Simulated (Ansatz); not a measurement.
# BeBi3 (built on the sites of a database entry of SrBi3): from the cell to its phonons

Aim: the vibrations of BeBi3 (built on the sites of a database entry of SrBi3), their spectra, and whether the structure is stable.

Main program and level: Ansatz 0.2.0; DFT PBEsol, scalar-relativistic, plane waves, norm-conserving pseudopotentials.

Report form: the programs' logs are mostly left out.

The structure was built from a prototype and need not be the compound's stable phase.

### Step 1. Set-up

The structure is cubic, space group Pm-3m (No. 221). The conventional cell has a = 4.446 Å, b = 4.446 Å, c = 4.446 Å, α = 90.00°, β = 90.00°, γ = 90.00°. Nearest to Be lie 12 Bi at 3.14 Å. Nearest to Bi lie 8 Bi at 3.14 Å and 4 Be at 3.14 Å. Farther neighbours are not listed.

Structure file:

```cif
data_structure
_symmetry_space_group_name_H-M 'Pm-3m'
_symmetry_Int_Tables_number 221
_cell_length_a 4.4457
_cell_length_b 4.4457
_cell_length_c 4.4457
_cell_angle_alpha 90.000
_cell_angle_beta 90.000
_cell_angle_gamma 90.000
_cell_volume 87.86
loop_
_atom_site_label
_atom_site_type_symbol
_atom_site_symmetry_multiplicity
_atom_site_Wyckoff_symbol
_atom_site_fract_x
_atom_site_fract_y
_atom_site_fract_z
_atom_site_occupancy
Be1 Be 1 a 0.00000 0.00000 0.00000 1
Bi1 Bi 3 c 0.50000 0.50000 0.00000 1
```

### Step 2. Coarse relaxation

A rough relaxation comes first, because large forces or stress need no tight tolerances yet.

Input file input.yaml:

```yaml
crystal:
  lattice:
    - [4.44566, 0.0, 0.0]
    - [0.0, 4.44566, 0.0]
    - [0.0, 0.0, 4.44566]
  atoms:
    - { symbol: Be, position: [0.0, 0.0, 0.0] }
    - { symbol: Bi, position: [0.5, 0.5, 0.0] }
    - { symbol: Bi, position: [0.5, 0.0, 0.5] }
    - { symbol: Bi, position: [0.0, 0.5, 0.5] }
kpoints:
  mp_grid: { grid: [4, 4, 4] }
hamiltonian:
  xc: pbesol
  pseudopotentials: { kind: nc }
scf:
  occupations: { method: gaussian, width: 0.1 }
output:
  forces: true
  stress: true
  eigenvalues: true
relax:
  adjacent_minimum: "off"
  f_tol: 0.05
  max_steps: 80
  cell: { stress_tol: 0.5 }
```

Run with:

```console
$ ansatz run input.yaml --threads 8 --pin off --max-ram 14336MiB --backend cpu --events-out ev --progress --plain --runs-dir out
```

Wall time 4.5 s (8 threads of Arm Neoverse V2, shared host); peak memory 0.99 GiB.

Step by step:

| step | energy less that of the first step (eV) | largest force component (eV/Å) | pressure (GPa) | volume (Å³) |
| --- | --- | --- | --- | --- |
| 1 | 0.0000 | 0.0000 | 16.62 | 87.86 |
| 2 | -0.7911 | 0.0000 | 3.64 | 101.35 |
| 3 | -0.8510 | 0.0000 | 0.67 | 105.91 |
| 4 | -0.8534 | 0.0000 | 0.05 | 107.00 |
| 5* | -0.8582 | 0.0000 | 0.15 | 107.00 |

Relaxation steps marked * repeat the geometry before them on a plane-wave basis chosen anew for their cell, so energy and pressure can jump there.

Forces are held to the 48 operations that the run works with; a distortion that breaks them can't arise in this run.

| conventional cell, symmetrised | before | after | change |
| --- | --- | --- | --- |
| a (Å) | 4.446 | 4.747 | +6.8 % |
| b (Å) | 4.446 | 4.747 | +6.8 % |
| c (Å) | 4.446 | 4.747 | +6.8 % |
| volume (Å³/atom) | 21.97 | 26.75 | +21.8 % |

Final coordinates:

```cif
data_structure
_symmetry_space_group_name_H-M 'P 1'
_symmetry_Int_Tables_number 1
_cell_length_a 4.7475
_cell_length_b 4.7475
_cell_length_c 4.7475
_cell_angle_alpha 90.000
_cell_angle_beta 90.000
_cell_angle_gamma 90.000
_cell_volume 107.00
loop_
_atom_site_label
_atom_site_type_symbol
_atom_site_fract_x
_atom_site_fract_y
_atom_site_fract_z
_atom_site_occupancy
Be1 Be 0.00000 0.00000 0.00000 1
Bi2 Bi 0.50000 0.50000 0.00000 1
Bi3 Bi 0.50000 0.00000 0.50000 1
Bi4 Bi 0.00000 0.50000 0.50000 1
```

This step gave:

```
pressure          : 0.1480 GPa
volume per atom   : 26.75 Å³
gap on the k-mesh : 0 eV
```

In this step the volume went from 21.97 to 26.75 Å³/atom.

### Step 3. Bringing the structure to rest

Harmonic phonons are second derivatives at a point where the forces vanish, and they are wanted at zero stress, so atoms and cell are relaxed first.

input.yaml, the sections that differ from step 2:

```yaml
crystal:
  lattice:
    - [4.7474574687, 0.0, 0.0]
    - [0.0, 4.7474574687, 0.0]
    - [0.0, 0.0, 4.7474574687]
  atoms:
    - { symbol: Be, position: [0.0, 0.0, 0.0] }
    - { symbol: Bi, position: [0.5, 0.5, 0.0] }
    - { symbol: Bi, position: [0.5, 0.0, 0.5] }
    - { symbol: Bi, position: [0.0, 0.5, 0.5] }
kpoints:
  mp_grid: { grid: [10, 10, 10] }
relax:
  adjacent_minimum: "off"
  f_tol: 0.005
  max_steps: 80
  cell: { stress_tol: 0.05 }
# hamiltonian, scf, output: as in step 2
```

Elapsed: 18 s, on 8 threads; peak memory 1.3 GiB; 2.3 min of CPU time.

Relaxation path:

| step | energy less that of the first step (eV) | largest force component (eV/Å) | pressure (GPa) | volume (Å³) |
| --- | --- | --- | --- | --- |
| 1 | 0.0000 | 0.0000 | -0.59 | 107.00 |
| 2 | -0.0003 | 0.0000 | 0.56 | 104.92 |
| 3 | -0.0020 | 0.0000 | -0.01 | 105.93 |
| 4* | -0.0020 | 0.0000 | -0.01 | 105.93 |

Relaxation steps marked * repeat the geometry before them on a plane-wave basis chosen anew for their cell, so energy and pressure can jump there.

The run keeps the 48 symmetry operations that it works with, so distortions that break them were not tested.

| conventional cell, symmetrised | before | after | change |
| --- | --- | --- | --- |
| a (Å) | 4.747 | 4.732 | -0.3 % |
| b (Å) | 4.747 | 4.732 | -0.3 % |
| c (Å) | 4.747 | 4.732 | -0.3 % |
| volume (Å³/atom) | 26.75 | 26.48 | -1.0 % |

Final coordinates:

```xyz
4
Lattice="4.7315 0.0000 0.0000 0.0000 4.7315 0.0000 0.0000 0.0000 4.7315" Properties=species:S:1:pos:R:3 pbc="T T T"
Be    0.0000    0.0000    0.0000
Bi    2.3658    2.3658    0.0000
Bi    2.3658    0.0000    2.3658
Bi    0.0000    2.3658    2.3658
```

This step gave:

- pressure: -0.01045 GPa
- volume per atom: 26.48 Å³

In this step the volume went from 26.75 to 26.48 Å³/atom.

### Step 4. Tight relaxation

Phonons need a cell at rest on their own settings, so the relaxation is repeated with tight tolerances on forces and stress on the k mesh and occupations of the first response run.

Input file input.yaml:

```yaml
crystal:
  lattice:
    - [4.7315343464, 0.0, 0.0]
    - [0.0, 4.7315343464, 0.0]
    - [0.0, 0.0, 4.7315343464]
  atoms:
    - { symbol: Be, position: [0.0, 0.0, 0.0] }
    - { symbol: Bi, position: [0.5, 0.5, 0.0] }
    - { symbol: Bi, position: [0.5, 0.0, 0.5] }
    - { symbol: Bi, position: [0.0, 0.5, 0.5] }
kpoints:
  mp_grid: { grid: [10, 10, 10] }
hamiltonian:
  xc: pbesol
  pseudopotentials: { kind: nc }
scf:
  occupations: { method: methfessel_paxton, width: 0.2 }
output:
  forces: true
  stress: true
  eigenvalues: true
  write_density: true
  write_potential: true
  elf: true
  volumetric_format: npy
relax:
  adjacent_minimum: "off"
  f_tol: 0.001
  max_steps: 60
  cell: { stress_tol: 0.01 }
```

Elapsed: 20 s, on 8 threads; peak memory 1.3 GiB.

Little changed from the start: no atom moved by 0.005 Å and no cell edge by 0.1 %.

This step gave:

```yaml
pressure: -6.14e-5 GPa
volume_per_atom: 26.47 Å³
```

Valence density in the ac plane at fractional y = 0.000, with atoms of Be and Bi within 0.2 Å of it. It is the smooth field of the valence electrons, not physical close to the nuclei.

Ten steps, logarithmic in the rise over the least value, from '0' (0 e/Å³) to '9' (18 e/Å³), each cell a mean:
```
74100000000015
21000000000001
00000011100000
00001122211000
00012355431000
00013577642100
00013663752100
00013676752100
00012466531000
00001233321000
00000111110000
10000000000001
52000000000014
95100000000027
```
Columns run along a (4.7 Å), rows up along c (4.7 Å). Atoms in or near the plane, at fractional coordinates: Be at (0.00, 0.00), Bi at (0.50, 0.50).

ELF in the ac plane at fractional y = 0.000, with atoms of Be and Bi within 0.2 Å of it. It is the smooth field of the valence electrons, not physical close to the nuclei.

Ten even steps from '_' (0.18 × 1e-1) to '@' (9.04 × 1e-1), each cell a mean:
```
%%::--++--........::==++..++
..::++++--::::::::::--++==..
++++++----------------==++++
====------==========------==
::::::--==============--::::
....::--====--::======--::..
__..::======____::====--::..
....::======::__--====--::..
....::--==============--::..
--------============--------
++++==------====--------++++
::==++==--::::::::::--++++--
==..==++--........::==++::::
@@==::++--....__..::==++..%%
```
Columns run along a (4.7 Å), rows up along c (4.7 Å). Atoms in or near the plane, at fractional coordinates: Be at (0.00, 0.00), Bi at (0.50, 0.50).

Electrostatic potential energy in the ac plane at fractional y = 0.000, with atoms of Be and Bi within 0.2 Å of it. With pseudopotentials it is smooth inside the atoms' cores, unlike the true potential.

Ten even steps from '0' (-65 eV) to '9' (14 eV), each cell a mean:
```
46899999999975
78999999999987
99999999999999
99999888899999
99998754579999
99997410258999
99996200048999
99997300158999
99998532478999
99999876789999
99999999999999
88999999999998
56899999999986
45899999999974
```
Columns run along a (4.7 Å; values clipped at the 3rd and 97th percentile), rows up along c (4.7 Å). Atoms in or near the plane, at fractional coordinates: Be at (0.00, 0.00), Bi at (0.50, 0.50).

The forces vanish by symmetry and the pressure is 0.000 GPa, within the tolerances set. The cell now holds 26.47 Å³/atom.

### Step 5. Modes at Γ

The zone centre comes first: it holds the modes that light can see, as far as symmetry allows. No field response is asked, since the mesh shows no gap.

input.yaml, the sections that differ from step 4:

```yaml
crystal:
  lattice:
    - [4.7310176949, 0.0, 0.0]
    - [0.0, 4.7310176949, 0.0]
    - [0.0, 0.0, 4.7310176949]
  atoms:
    - { symbol: Be, position: [0.0, 0.0, 0.0] }
    - { symbol: Bi, position: [0.5, 0.5, 0.0] }
    - { symbol: Bi, position: [0.5, 0.0, 0.5] }
    - { symbol: Bi, position: [0.0, 0.5, 0.5] }
output:
  eigenvalues: true
phonons:
  method: dfpt
# kpoints, hamiltonian, scf: as in step 4
# relax: removed
```

It took 2.4 min on 8 threads; peak memory 9.1 GiB; 19 min of CPU time.

Numbers from this step:

- sum-rule residual before enforcement: 5.17e-5 eV/Å²
- point group: m-3m
- highest optical mode at the zone centre (no LO-TO term): 87.79 cm⁻¹
- lowest optical zone-centre mode: -157.9 cm⁻¹

Patterns of degenerate modes are one choice out of their space. Modes at Γ, with each element's share of the kinetic energy (negative means imaginary):

| mode | frequency (cm⁻¹) | symmetry | Be % | Bi % |
| --- | --- | --- | --- | --- |
| 1 | -157.9 | T1u | 98 | 2 |
| 2 | -157.9 | T1u | 98 | 2 |
| 3 | -157.9 | T1u | 98 | 2 |
| 4 | -36.5 | T2u | 0 | 100 |
| 5 | -36.5 | T2u | 0 | 100 |
| 6 | -36.5 | T2u | 0 | 100 |
| 7 | 0.0 | acoustic | 1 | 99 |
| 8 | 0.0 | acoustic | 1 | 99 |
| 9 | 0.0 | acoustic | 1 | 99 |
| 10 | 87.8 | T1u | 0 | 100 |
| 11 | 87.8 | T1u | 0 | 100 |
| 12 | 87.8 | T1u | 0 | 100 |

Displacements in mode 2 (-157.9 cm⁻¹), the largest set to 1:
```
Be1  0.00 -0.12  1.00
Bi2  0.00  0.00 -0.02
Bi3  0.00  0.00 -0.01
Bi4  0.00  0.00 -0.01
```

Displacements in mode 4 (-36.5 cm⁻¹), the largest set to 1:
```
Be1  0.00  0.00  0.00
Bi2  0.02  0.18  0.00
Bi3 -0.02  0.00 -1.00
Bi4  0.00 -0.18  1.00
```

Before it was imposed, the acoustic sum rule was missed by 5.2e-5 eV/Å². Small misses are needed for a sound result but don't prove that mesh and cutoff are converged. The lowest optical mode is imaginary, 157.9i cm⁻¹, so the energy falls along it.

### Step 6. Phonons on a q mesh

Stability and thermal properties need the whole zone. Linear response on a 2×2×2 q mesh gives force constants as far as a supercell of that size would.

Changes to input.yaml since step 5:

```diff
@@ -21 +21,8 @@
   method: dfpt
+  qmesh: [2, 2, 2]
+  temperatures: { t_max: 1000, t_step: 50 }
+  qpath:
+    path:
+      - [[0.0, 0.0, 0.0], [0.0, 0.5, 0.0], [0.5, 0.5, 0.0], [0.0, 0.0, 0.0], [0.5, 0.5, 0.5], [0.0, 0.5, 0.0]]
+      - [[0.5, 0.5, 0.5], [0.5, 0.5, 0.0]]
+    npoints: 10
```

Run time: 10 min. Hardware: 8 threads; peak memory 6.2 GiB; 81 min of CPU time.

Numbers from this step:

| Property | Result |
| --- | --- |
| sum-rule residual before enforcement | 6.35e-5 eV/Å² |
| lowest frequency on the path | -157.9 cm⁻¹ |
| highest frequency on the path or at a solved wavevector | 108.9 cm⁻¹ |
| lowest mode on the q mesh (acoustic modes at Γ apart) | -157.9 cm⁻¹ |

Frequencies (cm⁻¹) solved at each irreducible wavevector; negative means imaginary. Frequencies by wavevector, by row:

| q in reciprocal lattice units | star | mode 1 | mode 2 | mode 3 | mode 4 | mode 10 | mode 11 | mode 12 |
| --- | --- | --- | --- | --- | --- | --- | --- | --- |
| 0 0 0 | 1 | -157.9 | -157.9 | -157.9 | -36.5 | 87.8 | 87.8 | 87.8 |
| 0 0 -0.5 | 3 | -131 | -131 | -68.8 | -16.2 | 82.9 | 82.9 | 91.7 |
| 0 -0.5 -0.5 | 3 | -116.9 | -116.9 | -105.4 | -39 | 62.1 | 75.3 | 83 |
| -0.5 -0.5 -0.5 | 1 | -144.9 | -144.9 | -144.9 | -49.2 | 67.1 | 67.1 | 108.9 |

Interpolated from a 2×2×2 q mesh. The phonon branches at the labelled points (cm⁻¹):

| point | branch 1 | branch 2 | branch 3 | branch 4 | branch 9 | branch 10 | branch 11 | branch 12 |
| --- | --- | --- | --- | --- | --- | --- | --- | --- |
| Γ | -158 | -158 | -158 | -36 | 0 | 88 | 88 | 88 |
| halfway | -145 | -145 | -121 | -25 | 44 | 86 | 86 | 89 |
| X | -131 | -131 | -69 | -16 | 61 | 83 | 83 | 92 |
| halfway | -124 | -119 | -95 | -21 | 61 | 68 | 79 | 88 |
| M | -117 | -117 | -105 | -39 | 48 | 62 | 75 | 83 |
| halfway | -133 | -123 | -122 | -22 | 51 | 77 | 83 | 89 |
| Γ | -158 | -158 | -158 | -36 | 0 | 88 | 88 | 88 |
| halfway | -124 | -124 | -124 | -31 | 54 | 71 | 71 | 95 |
| R | -145 | -145 | -145 | -49 | 67 | 67 | 67 | 109 |
| halfway | -126 | -125 | -115 | -33 | 62 | 62 | 62 | 97 |
| X | -131 | -131 | -69 | -16 | 61 | 83 | 83 | 92 |
| jump to R | -145 | -145 | -145 | -49 | 67 | 67 | 67 | 109 |
| halfway | -132 | -132 | -127 | -44 | 61 | 61 | 65 | 101 |
| M | -117 | -117 | -105 | -39 | 48 | 62 | 75 | 83 |

Tetrahedra on a 14×14×14 mesh, mean over bins of 5 cm-1. Interpolated from a 2×2×2 q mesh. The phonon density of states by wavenumber; read off at these points:

| wavenumber (cm⁻¹) | phonon density of states (1/cm⁻¹/cell) |
| --- | --- |
| -158 | 0.00115 |
| -148 | 0.0123 |
| -138 | 0.0414 |
| -132 | 0.0703 |
| -128 | 0.134 |
| -122 | 0.127 |
| -112 | 0.0404 |
| -102 | 0.0144 |
| -92 | 0.00818 |
| -82 | 0.00436 |
| -78 | 0.00287 |
| -68 | 1.0e-5 |
| -58 | 0 |
| -48 | 0.0102 |
| -38 | 0.0449 |
| -28 | 0.0792 |
| -22 | 0.0752 |
| -12 | 0.0451 |
| -2 | 0.0230 |
| 8 | 0.0213 |
| 18 | 0.0415 |
| 28 | 0.0456 |
| 32 | 0.0584 |
| 42 | 0.0797 |
| 48 | 0.107 |
| 52 | 0.0740 |
| 62 | 0.160 |
| 72 | 0.0583 |
| 82 | 0.0819 |
| 88 | 0.0773 |
| 92 | 0.0956 |
| 98 | 0.0289 |
| 108 | 0.00398 |

The partial phonon density of states has structure finer than the step of the table below, so its rows give means over 10 cm⁻¹, whole bins alone (the curve runs from -168 to 122 cm⁻¹). Peaks (cm⁻¹: height): Be -126.0: 0.158; Bi -20.4: 0.0800, 45.1: 0.100, 61.5: 0.161, 90.6: 0.107.

Phonopy on the run's constants, 13x13x13 mesh, Gaussian sigma 2.1 cm-1. Interpolated from a 2×2×2 q mesh. Partial phonon density of states against wavenumber; means over each step; values in 1/cm⁻¹/cell:

| wavenumber (cm⁻¹) | Be | Bi |
| --- | --- | --- |
| -160 | 0.00124 | 1.9e-5 |
| -150 | 0.0105 | 1.6e-4 |
| -140 | 0.0345 | 4.9e-4 |
| -130 | 0.0972 | 0.00121 |
| -120 | 0.0940 | 0.00106 |
| -110 | 0.0343 | 6.8e-4 |
| -100 | 0.0114 | 4.1e-4 |
| -90 | 0.00755 | 4.3e-4 |
| -80 | 0.00332 | 2.4e-4 |
| -70 | 0.00104 | 9.3e-5 |
| -60 | 1.4e-6 | 1.8e-6 |
| -50 | 0 | 0.00681 |
| -40 | 1.9e-5 | 0.0372 |
| -30 | 8.1e-5 | 0.0691 |
| -20 | 1.4e-4 | 0.0730 |
| -10 | 1.3e-4 | 0.0379 |
| 0 | 2.0e-5 | 0.00736 |
| 10 | 1.5e-4 | 0.0291 |
| 20 | 4.1e-4 | 0.0486 |
| 30 | 6.4e-4 | 0.0539 |
| 40 | 6.4e-4 | 0.0677 |
| 50 | 7.1e-4 | 0.0873 |
| 60 | 5.5e-4 | 0.125 |
| 70 | 2.4e-4 | 0.0641 |
| 80 | 2.3e-4 | 0.0768 |
| 90 | 7.7e-4 | 0.0840 |
| 100 | 7.4e-5 | 0.0238 |
| 110 | 0 | 0.00270 |

Symmetry leaves 4 wavevectors to solve. The lowest mode among them, the acoustic zeros apart, lies at Γ and is imaginary, 157.9i cm⁻¹, so the energy falls along it.

### Step 7. Summary of results

| Quantity | Value |
| --- | --- |
| space group after relaxation (within 0.01 Å) | Pm-3m |
| volume per atom | 26.5 Å³ |
| electronic character | no gap on this mesh |
| highest optical mode at the zone centre (no LO-TO term) | 87.8 cm⁻¹ |
| lowest optical zone-centre mode | -158 cm⁻¹ |
| lowest mode on the q mesh (acoustic modes at Γ apart) | -158 cm⁻¹ |
| highest frequency on the path or at a solved wavevector | 109 cm⁻¹ |
| imaginary modes on the 2×2×2 q mesh | yes |

In words: Modes are clearly imaginary (beyond 10i cm⁻¹) at 4 of the 4 irreducible wavevectors, most at Γ (157.9i cm⁻¹), so this structure is not a minimum of the energy. The optical modes at Γ span -158 to 88 cm⁻¹ (negative means imaginary). The highest mode in this list at Γ, 87.8 cm⁻¹, is mostly motion of Bi (100 % of the kinetic energy). With no gap, or one that is small against the smearing, the frequencies hang on the k mesh and the smearing, most of all near Kohn anomalies. The phonon runs are without spin polarisation, although the cell has an odd electron count. Spin-orbit coupling is left out, which can matter for the heavy elements here. A phonon run warned that its eigensolver left some bands unconverged in a pass. The starting cell was built on a prototype and not taken from a measurement, so the phase need not exist. These are harmonic frequencies at zero temperature: anharmonic shifts, linewidths and thermal expansion are left out.

[Logs are printed without paths, hosts, clocks, repeated set-up lines and the standing remarks that a program may print on its own settings, such as how far it seeks lower states.]

[Hosts, paths, dates, database ids (printed as entryN), source tags and the programs' standing remarks are cut or masked in the printed files.]
